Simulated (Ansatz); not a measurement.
## TaRu (Pm-3m): phonons along a line and the smearing

Aim: see how the phonons of TaRu (Pm-3m) along the first symmetry line respond to the electronic smearing. The first relaxation steps of the session are not shown, so no cell shown is the starting entry, unless a step says so.

Main program and level: Ansatz 0.2.0; DFT PBEsol, scalar-relativistic, plane waves, PAW; PAW set soft_1.

This is a report of a sequence of runs, with most program output left out.

**1. The cell after earlier relaxation steps**

It takes space group Pm-3m (No. 221, cubic). Conventional cell: a = 3.139 Å, b = 3.139 Å, c = 3.139 Å, α = 90.00°, β = 90.00°, γ = 90.00°. Nearest to Ta lie 8 Ru at 2.72 Å. Nearest to Ru lie 8 Ta at 2.72 Å. Farther neighbours are not listed.

Structure file:

```cif
data_structure
_symmetry_space_group_name_H-M 'P 1'
_symmetry_Int_Tables_number 1
_cell_length_a 3.1395
_cell_length_b 3.1395
_cell_length_c 3.1395
_cell_angle_alpha 90.000
_cell_angle_beta 90.000
_cell_angle_gamma 90.000
_cell_volume 30.94
loop_
_atom_site_label
_atom_site_type_symbol
_atom_site_fract_x
_atom_site_fract_y
_atom_site_fract_z
_atom_site_occupancy
Ta1 Ta 0.50000 0.50000 0.50000 1
Ru2 Ru 0.00000 0.00000 0.00000 1
```

**2. Relaxing cell and atoms**

The structure is brought to rest under this functional. Earlier relaxation steps are not shown.

Contents of input.yaml:

```yaml
crystal:
  lattice:
    - [3.1394829749, 0.0, 0.0]
    - [0.0, 3.1394829749, 0.0]
    - [0.0, 0.0, 3.1394829749]
  atoms:
    - { symbol: Ta, position: [0.5, 0.5, 0.5] }
    - { symbol: Ru, position: [0.0, 0.0, 0.0] }
kpoints:
  mp_grid: { grid: [10, 10, 10] }
hamiltonian:
  xc: pbesol
  pseudopotentials: { kind: paw, azcp: { folder: soft_1 }, xc_functional: pbe }
scf:
  occupations: { method: gaussian, width: 0.1 }
output:
  forces: true
  stress: true
  eigenvalues: true
  write_density: true
  write_potential: true
  elf: true
  volumetric_format: npy
relax:
  adjacent_minimum: "off"
  f_tol: 0.005
  max_steps: 80
  cell: { stress_tol: 0.05 }
```

Command:

```sh
ansatz run input.yaml --threads 4 --pin off --max-ram 12288MiB --backend cpu --events-out ev --progress --plain --runs-dir out
```

Wall time 2.1 s (4 threads of Intel Xeon Platinum 8375C at 2.90GHz (Ice Lake), shared host); peak memory 0.42 GiB.

Little changed from the start: no atom moved by 0.005 Å and no cell edge by 0.1 %.

Numbers from this step:

* pressure: -2.86e-4 GPa
* volume per atom: 15.48 Å³/atom
* metallic on mesh: yes
* gap on the k-mesh: 0 eV

ELF in the ac plane at fractional y = 0.000, with atoms of Ru within 0.2 Å of it. It is the smooth field of the valence electrons, not physical close to the nuclei.

Ten even steps from '0' (0.19) to '9' (0.61):
```
7898400242004898
9998411353114899
8885212454212588
4442224555422244
0011245555542110
0012455444554210
2234554434455432
4455554333455554
2234554434455432
0012455444554210
0011245555542110
4442224555422244
8885212454212588
9998411353114899
7898400242004898
6798400242004897
```
Columns run along a (3.1 Å), rows up along c (3.1 Å). Atoms in or near the plane, at fractional coordinates: Ru at (0.00, 0.00).

Valence density in the ac plane at fractional y = 0.000, with atoms of Ru within 0.2 Å of it. It is the smooth field of the valence electrons, not physical close to the nuclei.

Ten even steps from '_' (0 e/Å³) to '@' (12 e/Å³):
```
@@%%++--..______________..--++%%
**++==::__________________::==++
----::..__________________..::--
....__________________________..
________________________________
________________________________
________________________________
________________________________
________________________________
________________________________
________________________________
....__________________________..
----::..__________________..::--
**++==::__________________::==++
@@%%++--..______________..--++%%
@@@@**--..______________..--**@@
```
Columns run along a (3.1 Å), rows up along c (3.1 Å). Atoms in or near the plane, at fractional coordinates: Ru at (0.00, 0.00).

Electrostatic potential energy in the ac plane at fractional y = 0.000, with atoms of Ru within 0.2 Å of it. With pseudopotentials it is smooth inside the atoms' cores, unlike the true potential.

Ten even steps from '_' (-78 eV) to '@' (23 eV):
```
____..--**%%@@@@@@@@@@%%**--..__
__..::++##@@@@@@@@@@@@@@##++::..
----++**%%@@@@@@@@@@@@@@%%**++--
****##%%@@@@@@@@@@@@@@@@@@%%##**
%%%%@@@@@@@@@@@@@@@@@@@@@@@@@@%%
@@@@@@@@@@@@@@@@@@@@@@@@@@@@@@@@
@@@@@@@@@@@@@@@@@@@@@@@@@@@@@@@@
@@@@@@@@@@@@@@@@@@@@@@@@@@@@@@@@
@@@@@@@@@@@@@@@@@@@@@@@@@@@@@@@@
@@@@@@@@@@@@@@@@@@@@@@@@@@@@@@@@
%%%%@@@@@@@@@@@@@@@@@@@@@@@@@@%%
****##%%@@@@@@@@@@@@@@@@@@%%##**
----++**%%@@@@@@@@@@@@@@%%**++--
__..::++##@@@@@@@@@@@@@@##++::..
____..--**%%@@@@@@@@@@%%**--..__
______--**%%@@@@@@@@@@%%**--____
```
Columns run along a (3.1 Å; values clipped at the 3rd and 97th percentile), rows up along c (3.1 Å). Atoms in or near the plane, at fractional coordinates: Ru at (0.00, 0.00).

The largest force is now zero by symmetry and the largest stress component 2.9e-4 GPa, small enough for phonons.

**3. Wavevectors along a line: Fermi–Dirac smearing of 0.1 eV**

Each wavevector is solved by itself, so no interpolation smooths a dip of the branch.

Contents of input.yaml:

```yaml
crystal:
  lattice:
    - [3.140007881, 0.0, 0.0]
    - [0.0, 3.140007881, 0.0]
    - [0.0, 0.0, 3.140007881]
  atoms:
    - { symbol: Ta, position: [0.5, 0.5, 0.5] }
    - { symbol: Ru, position: [0.0, 0.0, 0.0] }
kpoints:
  mp_grid: { grid: [16, 16, 16] }
hamiltonian:
  xc: pbesol
  pseudopotentials: { kind: paw, azcp: { folder: soft_1 }, xc_functional: pbe }
scf:
  occupations: { method: fermi_dirac, width: 0.1 }
output:
  eigenvalues: true
phonons:
  method: dfpt
  qpoints:
    - [0, 0, 0]
    - [0.0, 0.0625, 0.0]
    - [0.0, 0.1875, 0.0]
    - [0.0, 0.3125, 0.0]
    - [0.0, 0.4375, 0.0]
```

Run time: 2.9 min. Hardware: 4 threads; peak memory 2.1 GiB; 11 min of CPU time.

Each wavevector solved by linear response. Frequency against |q| along the line:

```csv
|q| along the line (Å⁻¹),mode 1 = mode 2 (cm⁻¹),mode 3 (cm⁻¹),mode 4 (cm⁻¹),mode 5 (cm⁻¹),mode 6 (cm⁻¹)
0.000,0,0,145,145,145
0.125,16.0,22.4,141,144,144
0.375,46.2,71.5,129,143,143
0.625,67.9,105,124,129,129
0.875,67.7,106,106,115,134
```

**4. Phonons along a line: Fermi–Dirac smearing of 0.25 eV**

input.yaml: that of step 3 with these lines changed.

```diff
@@ -14,3 +14,3 @@
 scf:
-  occupations: { method: fermi_dirac, width: 0.1 }
+  occupations: { method: fermi_dirac, width: 0.25 }
 output:
```

Wider smearing eases the sum over k-points of a metal but moves the result away from its zero-temperature value.

Wall time 3 min (4 threads); peak memory 2.2 GiB; 11 min of CPU time.

Each wavevector solved by linear response. Frequency against |q| along the line:

```csv
|q| along the line (Å⁻¹),mode 1 = mode 2 (cm⁻¹),mode 3 (cm⁻¹),mode 4 (cm⁻¹),mode 5 (cm⁻¹),mode 6 (cm⁻¹)
0.000,0,0,151,151,151
0.125,16.3,27.2,150,151,151
0.375,48.1,80.8,149,151,151
0.625,76.2,122,142,142,150
0.875,99.2,123,123,138,158
```

Against step 3 (now smearing width 0.25 eV), the free energy moves by -98.3 meV an atom.

**5. Wavevectors along a line: Fermi–Dirac smearing of 0.04 eV**

input.yaml: that of step 4 with these lines changed.

```diff
@@ -14,3 +14,3 @@
 scf:
-  occupations: { method: fermi_dirac, width: 0.25 }
+  occupations: { method: fermi_dirac, width: 0.04 }
 output:
```

Narrower smearing comes nearer the zero-temperature value but asks more of the mesh.

Wall time 2.8 min (4 threads); peak memory 2.1 GiB; 11 min of CPU time.

Each wavevector solved by linear response. Frequency against |q| along the line:

```csv
|q| along the line (Å⁻¹),mode 1 = mode 2 (cm⁻¹),mode 3 (cm⁻¹),mode 4 (cm⁻¹),mode 5 (cm⁻¹),mode 6 (cm⁻¹)
0.000,0,0,143,143,143
0.125,16.1,17.9,139,142,142
0.375,45.9,62.1,117,139,139
0.625,63.5,87.7,113,124,124
0.875,-25.6,103,103,106,123
```

Against step 3 (now smearing width 0.04 eV), the free energy moves by +20.2 meV an atom.

**6. Phonons along a line: Methfessel–Paxton smearing of 0.2 eV**

input.yaml: that of step 5 with these lines changed.

```diff
@@ -14,3 +14,3 @@
 scf:
-  occupations: { method: fermi_dirac, width: 0.04 }
+  occupations: { method: methfessel_paxton, width: 0.2 }
 output:
```

It took 2.9 min on 4 threads; peak memory 2.1 GiB; 11 min of CPU time.

Each wavevector solved by linear response. Table of frequency by |q| along the line:

```csv
|q| along the line (Å⁻¹),mode 1 = mode 2 (cm⁻¹),mode 3 (cm⁻¹),mode 4 (cm⁻¹),mode 5 (cm⁻¹),mode 6 (cm⁻¹)
0.000,0,0,143,143,143
0.125,16.1,18.3,138,143,143
0.375,46.0,64.1,119,141,141
0.625,62.4,92.0,113,123,123
0.875,-25.1,103,103,106,122
```

Against step 3 (now occupations Methfessel-Paxton and smearing width 0.2 eV), the free energy moves by +23.8 meV an atom.

**7. Smearing and the soft branch**

Lowest frequency against |q| along the line:

```csv
|q| along the line (Å⁻¹),"fermi dirac 0.1 eV, k 16x16x16 (cm⁻¹)","fermi dirac 0.25 eV, k 16x16x16 (cm⁻¹)","fermi dirac 0.04 eV, k 16x16x16 (cm⁻¹)","methfessel paxton 0.2 eV, k 16x16x16 (cm⁻¹)"
0.000,0,0,0,0
0.125,16.0,16.3,16.1,16.1
0.375,46.2,48.1,45.9,46.0
0.625,67.9,76.2,63.5,62.4
0.875,67.7,99.2,-25.6,-25.1
```

**8. What came out**

| Property | Result |
| --- | --- |
| phonon run of the rows without a label of their own | PBEsol, k 16×16×16 |
| lowest branch at the last solved point, Fermi–Dirac 0.1 eV | 67.7 cm⁻¹ at \|q\| = 0.875 Å⁻¹ |
| lowest branch at the last solved point, Fermi–Dirac 0.25 eV | 99.2 cm⁻¹ at \|q\| = 0.875 Å⁻¹ |
| lowest branch at the last solved point, Fermi–Dirac 0.04 eV | -25.6 cm⁻¹ at \|q\| = 0.875 Å⁻¹ |
| lowest branch at the last solved point, Methfessel–Paxton 0.2 eV | -25.1 cm⁻¹ at \|q\| = 0.875 Å⁻¹ |

A branch softens as the smearing narrows, the mark of a Kohn anomaly. The line holds 5 wavevectors, so a narrow dip between them would be missed. Between Fermi–Dirac 0.25 eV and Fermi–Dirac 0.04 eV the largest change, with modes counted by rank of frequency, is in mode 1 at |q| = 0.875 Å⁻¹, from 99.2 to -25.6 cm⁻¹, a softening that marks strong screening by the Fermi surface at that wavevector. Where branches cross, a count by rank can hide a softening. The wide smearing hides an instability that the narrow one shows, as in charge-density-wave metals above and below their transition. At the narrowest width the k mesh may not resolve the Fermi surface, so part of the change can be mesh noise. Spin–orbit coupling, left out here, matters for Ta. The PAW files were made for PBE; under other functionals the run regenerates their frozen core.

[Logs are printed without paths, hosts, clocks, repeated set-up lines and the standing remarks that a program may print on its own settings, such as how far it seeks lower states.]

[Hosts, paths, dates, database ids (printed as entryN), source tags and the programs' standing remarks are cut or masked in the printed files.]
